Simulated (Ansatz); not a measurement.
# Ca on Cu(111): change of the work function, part 3 of 3

Aim: the work function of Cu(111) at several coverages of Ca (fcc site), and the dipole that each adsorbate carries.

Ansatz 0.2.0; plane-wave DFT, PBE, Ansatz PAW.

So far, work function, upper face (eV): step 2 (the clean slab) 4.79; step 3 (37 atoms, coverage 0.111 ML, cell 3x3) 2.30.

## Step 4: Adsorbate added, k-mesh 6×6×1, coverage 0.25 ML

System of this step: Ca/Cu(111). The cell holds 17 atoms: 16 Cu and 1 Ca. Cell: a = 5.105 Å, b = 5.105 Å, c = 27.062 Å, α = 90.0°, β = 90.0°, γ = 60.0°. Vacuum lies along c.

Another coverage, to see how the dipoles act on each other as their distance changes.

input.yaml

```yaml
crystal:
  lattice:
    - [5.1053109602, 1.0e-10, 0.0]
    - [2.5526554801, 4.4213289858, 0.0]
    - [0.0, 0.0, 27.061992489]
  atoms:
    - { symbol: Cu, position: [0.0, 0.0, 0.3325697472] }
    - { symbol: Cu, position: [0.1666666667, 0.1666666667, 0.409586784] }
    - { symbol: Cu, position: [0.3333333333, 0.3333333333, 0.4866038208] }
    - { symbol: Cu, position: [0.0, 0.0, 0.5636208577] }
    - { symbol: Cu, position: [0.0, 0.5, 0.3325697472] }
    - { symbol: Cu, position: [0.1666666667, 0.6666666667, 0.409586784] }
    - { symbol: Cu, position: [0.3333333333, 0.8333333333, 0.4866038208] }
    - { symbol: Cu, position: [0.0, 0.5, 0.5636208577] }
    - { symbol: Cu, position: [0.5, 0.0, 0.3325697472] }
    - { symbol: Cu, position: [0.6666666667, 0.1666666667, 0.409586784] }
    - { symbol: Cu, position: [0.8333333333, 0.3333333333, 0.4866038208] }
    - { symbol: Cu, position: [0.5, 0.0, 0.5636208577] }
    - { symbol: Cu, position: [0.5, 0.5, 0.3325697472] }
    - { symbol: Cu, position: [0.6666666667, 0.6666666667, 0.409586784] }
    - { symbol: Cu, position: [0.8333333333, 0.8333333333, 0.4866038208] }
    - { symbol: Cu, position: [0.5, 0.5, 0.5636208577] }
    - { symbol: Ca, position: [0.1666666667, 0.1666666667, 0.6674302528] }
kpoints:
  mp_grid: { grid: [6, 6, 1] }
hamiltonian:
  xc: pbe
scf:
  occupations: { method: fermi_dirac, width: 0.1 }
  convergence: { dr2_threshold: 1.0e-08 }
efield:
  axis: 3
  dipole_correction: true
  ramp_position: 0.97
  ramp_width: 0.06
relax:
  f_tol: 0.02
  max_steps: 60
  constraints: [{ sites: [0, 1, 4, 5, 8, 9, 12, 13] }]
output:
  dos: { projected: true, e_range: [-8, 4] }
  write_potential: true
  write_density: true
  volumetric_format: npy
  elf: true
```

Command:

```sh
$ ansatz run input.yaml --threads 4 --pin off --max-ram 16384MiB --backend cpu --events-out ev --progress --plain --runs-dir out
```

Log:

```text
[...]
Crystal: 17 atoms, lattice volume = 610.850 Å³
Basis set: ecut = 420 eV, 12001 PW (Γ), exchange–correlation on 72×72×384 points (8 copies of the dense FFT grid, shifted against one another)
Bands: 189, of which v1, the nominal top of the filled ones, is band 157 counted from 1 (156 counted from 0)
Symmetry: 6 space group operations
[...]
k-points: 7 of 36 (time reversal used)
[...]
SCF iter   1: F=—  HF=-107816.427662 eV  |F-HF|=—  |Δ(HF+E_count)|=         —  Δρ=4.28e-3  dr2=4.27e0  ethr=1.77e-3  p=0.312 e·Å  D=9.26e-2 V/Å  ΔV_dip=-2.50 eV  dr2_dipole=2.77e0  V_vac-E_F(+/−)=2.33/4.84 eV  ⟨swp⟩=8.4  Hψ=5863  notcnv=0  defer=60
[...]
SCF iter  16: F=-107816.324751 eV  HF=-107816.324751 eV  |F-HF|=3.11e-9  |Δ(HF+E_count)|=   2.15e-9  Δρ=5.25e-7  dr2=1.26e-9  ethr=3.18e-12  p=0.219 e·Å  D=6.49e-2 V/Å  ΔV_dip=-1.76 eV  dr2_dipole=5.61e-11  V_vac-E_F(+/−)=3.02/4.78 eV  ⟨swp⟩=15.7  Hψ=10203  notcnv=0
SCF 1 converged in 16 iterations: F = -107816.324751 eV  dr2 = 1.26e-9
[...]
relax step   1: F+E_penalty+E_count = -107816.32475101 eV  Δ(F+E_penalty+E_count) = +0.000e0 eV  max|allowed force component| = 9.153e-1 eV/Å  Δτ_max = 0.0000 Å  (16 SCF iters, accepted)
[...]
SCF iter  13: F=-107816.463339 eV  HF=-107816.463339 eV  |F-HF|=1.55e-8  |Δ(HF+E_count)|=   3.99e-8  Δρ=1.10e-6  dr2=9.56e-9  ethr=3.18e-12  p=0.232 e·Å  D=6.88e-2 V/Å  ΔV_dip=-1.86 eV  dr2_dipole=2.60e-11  V_vac-E_F(+/−)=2.92/4.78 eV  ⟨swp⟩=11.9  Hψ=9717  notcnv=0
SCF 2 converged in 13 iterations: F = -107816.463339 eV  dr2 = 9.56e-9
relax step   2: F+E_penalty+E_count = -107816.46333885 eV  Δ(F+E_penalty+E_count) = -1.386e-1 eV  max|allowed force component| = 7.225e-1 eV/Å  Δτ_max = 0.1611 Å  (13 SCF iters, accepted)
SCF iter   1: F=—  HF=-107816.562474 eV  |F-HF|=—  |Δ(HF+E_count)|=         —  Δρ=4.80e-3  dr2=1.20e-1  ethr=3.86e-4  p=0.232 e·Å  D=6.88e-2 V/Å  ΔV_dip=-1.86 eV  dr2_dipole=1.74e-2  V_vac-E_F(+/−)=2.92/4.78 eV  ⟨swp⟩=7.7  Hψ=4410  notcnv=0  defer=85
[...]
SCF iter  14: F=-107816.526411 eV  HF=-107816.526411 eV  |F-HF|=1.32e-8  |Δ(HF+E_count)|=   1.57e-8  Δρ=6.87e-7  dr2=4.08e-9  ethr=3.18e-12  p=0.248 e·Å  D=7.34e-2 V/Å  ΔV_dip=-1.99 eV  dr2_dipole=3.71e-10  V_vac-E_F(+/−)=2.80/4.79 eV  ⟨swp⟩=12.9  Hψ=8856  notcnv=0
SCF 3 converged in 14 iterations: F = -107816.526411 eV  dr2 = 4.08e-9
[...]
relax step   3: F+E_penalty+E_count = -107816.52641107 eV  Δ(F+E_penalty+E_count) = -6.307e-2 eV  max|allowed force component| = 5.509e-1 eV/Å  Δτ_max = 0.1416 Å  (14 SCF iters, accepted)
[...]
relax step   4: F+E_penalty+E_count = -107816.58898910 eV  Δ(F+E_penalty+E_count) = -6.258e-2 eV  max|allowed force component| = 3.239e-1 eV/Å  Δτ_max = 0.1949 Å  (13 SCF iters, accepted)
[...]
relax step   5: F+E_penalty+E_count = -107816.60463305 eV  Δ(F+E_penalty+E_count) = -1.564e-2 eV  max|allowed force component| = 9.471e-2 eV/Å  Δτ_max = 0.0572 Å  (13 SCF iters, accepted)
SCF iter   1: F=—  HF=-107816.606784 eV  |F-HF|=—  |Δ(HF+E_count)|=         —  Δρ=5.44e-4  dr2=2.96e-3  ethr=1.14e-5  p=0.268 e·Å  D=7.92e-2 V/Å  ΔV_dip=-2.14 eV  dr2_dipole=1.91e-4  V_vac-E_F(+/−)=2.65/4.80 eV  ⟨swp⟩=3.3  Hψ=2609  notcnv=0  defer=97
[...]
SCF iter  10: F=-107816.606175 eV  HF=-107816.606175 eV  |F-HF|=5.22e-8  |Δ(HF+E_count)|=   3.66e-8  Δρ=1.10e-6  dr2=9.65e-9  ethr=3.18e-12  p=0.271 e·Å  D=8.03e-2 V/Å  ΔV_dip=-2.17 eV  dr2_dipole=1.17e-9  V_vac-E_F(+/−)=2.63/4.80 eV  ⟨swp⟩=13.7  Hψ=9434  notcnv=0
SCF 6 converged in 10 iterations: F = -107816.606175 eV  dr2 = 9.65e-9
relax step   6: F+E_penalty+E_count = -107816.60617505 eV  Δ(F+E_penalty+E_count) = -1.542e-3 eV  max|allowed force component| = 4.240e-3 eV/Å  Δτ_max = 0.0215 Å  (10 SCF iters, accepted)
[...]
SCF converged after 10 iterations
Free energy (F): -107816.606175 eV
[...]
Internal energy: -107816.346339 eV  (E = F + TS)
E sigma→0 (E₀):  -107816.476257 eV
Entropy (-TS):   -0.259836 eV (-15.284 meV/atom)
Fermi energy:    3.320386 eV
Dipole field:    D = 0.080310 V/Å  (p = 0.271110 e·Å, saw-weighted, corrected)
Work function:   Φ+ = 2.6263 eV   Φ− = 4.7997 eV
[...]
--- Forces (eV/Å), atoms counted from 1 ---
  atom   1  Cu     0.00744250     0.00429693    -0.01195806
  atom   2  Cu     0.00000000    -0.00000000     0.08341746
  atom   3  Cu     0.00085702     0.00049480    -0.00168777
  atom   4  Cu    -0.00230584    -0.00133128     0.00031766
  atom   5  Cu     0.00000000    -0.00859385    -0.01195806
  atom   6  Cu     0.04595640    -0.02653294    -0.00819314
  atom   7  Cu     0.00000000    -0.00098960    -0.00168777
  atom   8  Cu    -0.00000000     0.00266255     0.00031766
  atom   9  Cu    -0.00744250     0.00429693    -0.01195806
  atom  10  Cu    -0.00000000     0.05306588    -0.00819314
  atom  11  Cu    -0.00085702     0.00049480    -0.00168777
  atom  12  Cu     0.00230584    -0.00133128     0.00031766
  atom  13  Cu     0.00000000    -0.00000000    -0.02497235
  atom  14  Cu    -0.04595640    -0.02653294    -0.00819314
  atom  15  Cu    -0.00000000     0.00000000    -0.00096993
  atom  16  Cu    -0.00000000     0.00000000     0.00291408
  atom  17  Ca     0.00000000    -0.00000000     0.00423972
  max |Σ_I F_I| component: 6.50e-5 eV/Å
--- Band table (eV; the first three rows and the last of 7) ---
  k-point 0: bands = [... 153 lower, 2.9238, 2.9443, 2.9443, 3.3805, 3.8070, 3.8925, 3.8925, 4.3980, ... 28 higher]
  k-point 1: bands = [... 153 lower, 2.5716, 2.9490, 3.0408, 3.0514, 3.5950, 3.6676, 3.6898, 3.7506, ... 28 higher]
  k-point 2: bands = [... 153 lower, 2.5482, 2.6383, 3.1172, 3.1264, 3.5660, 3.5999, 3.6281, 4.4454, ... 28 higher]
  k-point 6: bands = [... 153 lower, 1.6707, 2.3553, 2.4019, 2.4266, 3.9568, 3.9948, 4.0512, 4.5795, ... 28 higher]
--- Relaxed structure (6 steps of the walk, 6 accepted, 0 SCFs on fresh bases) ---
  F+E_penalty+E_count = -107816.60617505 eV   max|allowed force component| = 4.240e-3 eV/Å
  atoms:
    - { symbol: Cu, position: [-1.795949e-17, -1.795949e-17, 0.3325697472] }
    - { symbol: Cu, position: [0.166667, 0.166667, 0.409587] }
    - { symbol: Cu, position: [0.334657, 0.334657, 0.486954] }
    - { symbol: Cu, position: [-0.00218993, -0.00218993, 0.562575] }
    - { symbol: Cu, position: [-2.775558e-17, 0.5, 0.3325697472] }
    - { symbol: Cu, position: [0.166667, 0.666667, 0.409587] }
    - { symbol: Cu, position: [0.334657, 0.830687, 0.486954] }
    - { symbol: Cu, position: [-0.00218993, 0.504380, 0.562575] }
    - { symbol: Cu, position: [0.5, -1.795949e-17, 0.3325697472] }
    - { symbol: Cu, position: [0.666667, 0.166667, 0.409587] }
    - { symbol: Cu, position: [0.830687, 0.334657, 0.486954] }
    - { symbol: Cu, position: [0.504380, -0.00218993, 0.562575] }
    - { symbol: Cu, position: [0.5, 0.500000, 0.3325697472] }
    - { symbol: Cu, position: [0.666667, 0.666667, 0.409587] }
    - { symbol: Cu, position: [0.833333, 0.833333, 0.485172] }
    - { symbol: Cu, position: [0.5, 0.500000, 0.571068] }
    - { symbol: Ca, position: [0.166667, 0.166667, 0.650365] }
```

Wall time 3.6 min (4 threads of Arm Neoverse V1, shared host); peak memory 2.8 GiB; 14 min of CPU time.

Relaxation path:

```csv
step,energy less that of the first step (eV),largest force component (eV/Å)
1,0.0000,0.9153
2,-0.1386,0.7225
3,-0.2017,0.5509
4,-0.2642,0.3239
5,-0.2799,0.0947
6,-0.2814,0.0042
```

Forces are held to the 6 operations that the program found; a distortion that breaks them can't arise in this run.

The atoms that moved most (Å):

```csv
atom,dx,dy,dz,length
Ca17,0.000,0.000,-0.462,0.462
Cu16,0.000,0.000,0.202,0.202
Cu15,0.000,0.000,-0.039,0.039
Cu4,-0.017,-0.010,-0.028,0.034
Cu12,0.017,-0.010,-0.028,0.034
Cu8,0.000,0.019,-0.028,0.034
Cu11,-0.010,0.006,0.009,0.015
Cu7,0.000,-0.012,0.009,0.015
```

The relaxed structure:

```cif
data_structure
_symmetry_space_group_name_H-M 'P 1'
_symmetry_Int_Tables_number 1
_cell_length_a 5.1053
_cell_length_b 5.1053
_cell_length_c 27.0620
_cell_angle_alpha 90.000
_cell_angle_beta 90.000
_cell_angle_gamma 60.000
_cell_volume 610.85
loop_
_atom_site_label
_atom_site_type_symbol
_atom_site_fract_x
_atom_site_fract_y
_atom_site_fract_z
_atom_site_occupancy
Cu1 Cu 0.00000 0.00000 0.33257 1
Cu2 Cu 0.16667 0.16667 0.40959 1
Cu3 Cu 0.33466 0.33466 0.48695 1
Cu4 Cu 0.99781 0.99781 0.56258 1
Cu5 Cu 0.00000 0.50000 0.33257 1
Cu6 Cu 0.16667 0.66667 0.40959 1
Cu7 Cu 0.33466 0.83069 0.48695 1
Cu8 Cu 0.99781 0.50438 0.56258 1
Cu9 Cu 0.50000 0.00000 0.33257 1
Cu10 Cu 0.66667 0.16667 0.40959 1
Cu11 Cu 0.83069 0.33466 0.48695 1
Cu12 Cu 0.50438 0.99781 0.56258 1
Cu13 Cu 0.50000 0.50000 0.33257 1
Cu14 Cu 0.66667 0.66667 0.40959 1
Cu15 Cu 0.83333 0.83333 0.48517 1
Cu16 Cu 0.50000 0.50000 0.57107 1
Ca17 Ca 0.16667 0.16667 0.65037 1
```

Numbers from this step:

| Property | Result |
| --- | --- |
| energy at zero smearing | -107816.4763 eV |
| work function, upper face | 2.626 eV |
| work function, lower face | 4.800 eV |
| dipole along the normal | 0.2711 e·Å |
| step between the vacuum levels | -2.173 eV |

Running mean over 2.084 Å of the planar mean; the ramp of the sawtooth is left out. Electron's electrostatic potential energy less the Fermi level against z:

```csv
z (Å),electron's electrostatic potential energy less the Fermi level (eV)
3.5,4.80
4.0,4.80
4.5,4.80
5.0,4.79
5.5,4.78
6.0,4.75
6.5,4.61
7.0,4.11
7.5,2.01
8.0,-2.75
8.5,-7.12
9.0,-8.57
9.5,-8.77
10.0,-8.81
10.5,-8.84
11.0,-8.86
11.5,-8.85
12.0,-8.84
12.5,-8.83
13.0,-8.81
13.5,-8.78
14.0,-8.58
14.5,-8.52
15.0,-8.65
15.5,-8.48
16.0,-6.54
16.5,-3.41
17.0,-1.79
17.5,-1.94
18.0,-1.95
18.5,-0.956
19.0,0.597
19.5,1.64
20.0,2.15
20.5,2.40
21.0,2.52
21.5,2.58
22.0,2.61
22.5,2.62
23.0,2.62
23.5,2.63
```

The density of states has structure finer than the step of the table below, so its rows give means over 0.5 eV. Peaks (eV: height): -2.89: 79.3, -2.83: 86.7, -2.71: 87.5, -2.65: 81.0, -2.08: 81.5, -1.77: 84.0, -1.68: 110.

The density of states by energy, zero at the Fermi level; means over each step:

```csv
energy (eV),density of states (states/eV a cell)
-7.5,2.23
-7.0,1.92
-6.5,2.71
-6.0,2.95
-5.5,5.36
-5.0,9.69
-4.5,18.7
-4.0,32.9
-3.5,36.8
-3.0,65.1
-2.5,54.0
-2.0,64.2
-1.5,43.9
-1.0,6.82
-0.5,4.70
0.0,7.31
0.5,7.81
1.0,5.64
1.5,9.48
```

Projected DOS per atom over height of the atomic layer and energy from the Fermi level. Layers: Cu4 Cu4 Cu4 Cu4 Ca from below.

Values in states/eV, 22 rows by 5 columns, each cell a mean:
```
0.14 0.18 0.11 0.14 0.25
0.22 0.22 0.27 0.19 0.18
0.11 0.13 0.09 0.08 0.28
0.31 0.26 0.23 0.30 0.52
0.31 0.27 0.31 0.28 0.62
0.22 0.23 0.25 0.23 0.40
0.48 0.37 0.36 0.43 0.38
2.04 1.90 1.66 0.98 0.25
5.13 4.14 4.29 4.09 0.14
3.74 2.69 3.24 3.77 0.22
4.90 3.48 3.45 4.37 0.25
2.34 2.89 2.89 3.92 0.17
1.78 2.13 1.95 2.35 0.04
1.21 2.46 2.32 1.53 0.01
0.65 1.40 1.33 0.85 0.03
0.35 0.60 0.59 0.39 0.03
0.27 0.38 0.38 0.31 0.02
0.19 0.15 0.18 0.21 0.03
0.12 0.22 0.21 0.15 0.01
0.09 0.14 0.13 0.12 0.01
0.10 0.18 0.16 0.12 0.01
0.05 0.12 0.11 0.06 0.00
```
Columns: height of the atomic layer (Å) from 9 to 17.6 (not evenly spaced); rows upwards: energy from the Fermi level (eV) from -7.96 to 1.95.

Valence density in the ca plane at fractional y = 0.167, with atoms of Cu and Ca within 0.2 Å of it. It is the smooth field of the valence electrons, not physical close to the nuclei.

Values in e/Å³, 8 rows by 16 columns, each cell a mean:
```
 1  0  0  0  1  1  1  1  0  0  0  0  0  0  0  0
 0  0  3  1  0  0  0  0  0  0  0  0  0  0  0  0
 0  0 22  6  0  0  0  0  0  0  0  0  0  0  0  0
 0  0  4  1  0  0  0  0  0  0  0  0  0  0  0  0
 1  0  0  0  1  1  1  1  0  0  0  0  0  0  0  0
 0  0  3  1  0  0  0  0  1  2  0  0  0  0  0  0
 0  0 22  6  0  0  0  0  2  5  0  0  0  0  0  0
 0  0  4  1  0  0  0  0  1  2  0  0  0  0  0  0
```
Columns run along c (16.0 Å, from fractional 0.32 to 0.91 of the cell), rows up along a (5.1 Å). Atoms in or near the plane, at fractional coordinates: Cu at (0.41, 0.17), Cu at (0.41, 0.67), Ca at (0.65, 0.17).

Electrostatic potential energy in the ca plane at fractional y = 0.167, with atoms of Cu and Ca within 0.2 Å of it. With pseudopotentials it is smooth inside the atoms' cores, unlike the true potential.

Ten even steps from '0' (-46 eV) to '9' (7 eV), each cell a mean:
```
75579998999865689755799887889999999999999999
75579988899865689855799999999999999999999999
88889853479987899888899999999999999999999999
99999610048999999999999999999999999999999999
99999500038999999999999999999999999999999999
99999720058999999999999999999999999999999999
87789864589987899877899999999999999999999999
75579998999864689755799998899999999999999999
75579988899865689866899877788999999999999999
88889853479987899988898742468999999999999999
99999610048999999999998400047899999999999999
99999500038999999999997300037899999999999999
99999720058999999999998510157899999999999999
87789864589987899877898754578999999999999999
```
Columns run along c (16.0 Å, from fractional 0.32 to 0.91 of the cell; values clipped at the 3rd and 97th percentile), rows up along a (5.1 Å). Atoms in or near the plane, at fractional coordinates: Cu at (0.41, 0.17), Cu at (0.41, 0.67), Ca at (0.65, 0.17).

ELF in the ca plane at fractional y = 0.167, with atoms of Cu and Ca within 0.2 Å of it. It is the smooth field of the valence electrons, not physical close to the nuclei.

Values, 8 rows by 16 columns, each cell a mean:
```
0.18 0.19 0.21 0.22 0.18 0.19 0.19 0.21 0.17 0.12 0.12 0.36 0.17 0.03 0.00 0.00
0.19 0.20 0.24 0.21 0.20 0.20 0.19 0.22 0.28 0.18 0.29 0.29 0.11 0.02 0.00 0.00
0.28 0.24 0.53 0.30 0.27 0.24 0.25 0.29 0.28 0.29 0.34 0.24 0.08 0.02 0.00 0.00
0.20 0.20 0.24 0.21 0.20 0.20 0.19 0.22 0.28 0.18 0.30 0.29 0.11 0.02 0.00 0.00
0.18 0.19 0.21 0.22 0.18 0.19 0.19 0.21 0.17 0.12 0.12 0.36 0.17 0.03 0.00 0.00
0.19 0.20 0.24 0.21 0.20 0.20 0.19 0.24 0.36 0.73 0.17 0.35 0.25 0.05 0.01 0.00
0.28 0.24 0.53 0.30 0.26 0.24 0.26 0.30 0.54 0.82 0.29 0.33 0.29 0.06 0.01 0.00
0.20 0.20 0.24 0.21 0.20 0.20 0.20 0.24 0.37 0.76 0.17 0.35 0.26 0.05 0.01 0.00
```
Columns run along c (16.0 Å, from fractional 0.32 to 0.91 of the cell), rows up along a (5.1 Å). Atoms in or near the plane, at fractional coordinates: Cu at (0.41, 0.17), Cu at (0.41, 0.67), Ca at (0.65, 0.17).

The relaxation took 6 steps and lowered the energy by 0.28 eV; the largest force on the free atoms ends at 0.0042 eV/Å.

By hand: a sheet of dipoles makes a step −p/(ε₀A) in the electron's potential. With e/ε₀ = 180.95 V·Å, p = 0.2711 e·Å and A = 22.57 Å², that is −180.95 × (0.2711) / 22.57 = -2.173 eV, and the two vacuum levels of the run differ by -2.173 eV.

The covered face has 2.63 eV, -2.16 eV against the clean one; the bare back face has moved by +0.01 eV, a measure of how thin the slab is.

## Step 5: Work function against coverage

This step: plane-wave DFT, PBE, Ansatz PAW; work function against coverage (Ansatz 0.2.0).

The runs are now put side by side.

This step gave:

```yaml
work_function_of_the_clean_face: 4.786 eV
largest_change_of_the_work_function: -2.484 eV
```

The work function of the covered face by coverage:

```csv
coverage (adsorbates/nm²),work function of the covered face (eV)
0.00,4.79
1.97,2.30
4.43,2.63
```

The dipole per adsorbate comes from the change of the cell's dipole. Coverage, by row:

```csv
coverage (1/nm²),coverage (ML),work function (eV),change (eV),"dipole per adsorbate, positive end outwards (debye)",mean height of the added atoms over the highest substrate atom (Å)
1.969,0.1111,2.302,-2.484,3.366,2.198
4.43,0.25,2.626,-2.16,1.302,2.146
```

## Step 6: Results

```
work function of the clean face                        : 4.79 eV
work function at 0.11 ML                               : 2.30 eV
work function at 0.25 ML                               : 2.63 eV
dipole per adsorbate at 0.11 ML, positive end outwards : 3.37 D
```

Ca lowers the work function of Cu(111) at the lowest coverage, by 2.48 eV: the adsorbate layer has its positive end outwards. The slab has 4 layers, at the tabulated experimental lattice constant, one starting site was run, and quantum-size effects of a slab this thin can reach one or two tenths of an eV.

[Long decimals in the printed logs are rounded to 6 places.]

[Logs are printed without paths, hosts, clocks, repeated set-up lines and the standing remarks that a program may print on its own settings, such as how far it seeks lower states.]

[Hosts, paths, dates, database ids (printed as entryN), source tags and the programs' standing remarks are cut or masked in the printed files.]

[Maps of the electrostatic potential energy from Ansatz leave out the sawtooth potential of an applied field or a dipole correction, so their vacuum need not be flat; planar profiles and work functions include it.]
